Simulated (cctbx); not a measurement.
**Resonant diffraction in DyCd2Cu3Pb2O8**

Space group P4/mmm (no. 123), a = 3.7990 Å, b = 3.7990 Å, c = 15.8560 Å, α = 90.00°, β = 90.00°, γ = 90.00°.

| atom | mult. | x | y | z | Ueq (Å²) |
| --- | --- | --- | --- | --- | --- |
| Pb1 | 2 | 1/2 | 1/2 | 0.6130 | 0.0062 |
| Dy1 | 1 | 0 | 0 | 0 | 0.0038 |
| Cd1 | 2 | 0 | 0 | 0.2214 | 0.0061 |
| Cu1 | 2 | 1/2 | 1/2 | 0.1075 | 0.0093 |
| Cu2 | 1 | 0 | 0 | 1/2 | 0.0078 |
| O1 | 2 | 0 | 0 | 0.6163 | 0.0183 |
| O2 | 2 | 1/2 | 1/2 | 0.2512 | 0.0170 |
| O3 | 4 | 1/2 | 0 | 0.9118 | 0.0092 |

The model was made for the exercise: a known structure type with other elements put in, its volume estimated, not relaxed; displacement parameters are assumed.

Calculated with cctbx: free-atom f′ and f″ from the Sasaki tables, no fine structure; amplitudes in electrons.

```
E (eV)  F 1 0 3  F 0 1 1  F 1 1 0  F 0 1 4
  7190     61.3    101.9    322.5    272.9
  7540     62.9    100.2    319.7    270.1
  7670     64.4     98.7    317.7    268.2
  7730     65.8     97.3    316.1    266.6
  7760     67.2     95.9    314.6    265.1
  7775     68.7     94.5    313.1    263.6
  7782     69.9     93.2    311.8    262.3
  7786     71.3     91.9    310.4    260.9
  7794     71.2     92.8    310.5    261.1
  7798     69.5     94.4    312.2    262.8
  7805     68.0     95.8    313.6    264.2
  7820     66.5     97.4    315.1    265.7
  7850     64.9     98.9    316.6    267.1
  7940     62.9    100.8    318.1    268.7
  8190     61.1    102.6    318.7    269.4
```

**Question.** Which edge is crossed, and why do the reflections move as they do?

The L3 edge of Dy. The edge is at 7790 eV. f′ of Dy falls from -11.9 e at 7670 eV to -19.0 e at 4 eV below it, and f″ steps from 3.68 to 10.57 e across it. Over that approach |F| changes by +11 % (1 0 3), -7 % (0 1 1), -2 % (1 1 0) and -3 % (0 1 4): a reflection falls where Dy scatters in phase with the total and rises where it scatters against it; it hardly moves where the Dy term is small or cancels by symmetry. Above the edge the larger f″ enters the imaginary part, where it can add to or cancel the other atoms' f″. The structure is centrosymmetric, so Friedel mates stay equal.

[Logs are printed without paths, hosts, clocks, repeated set-up lines and the standing remarks that a program may print on its own settings, such as how far it seeks lower states.]
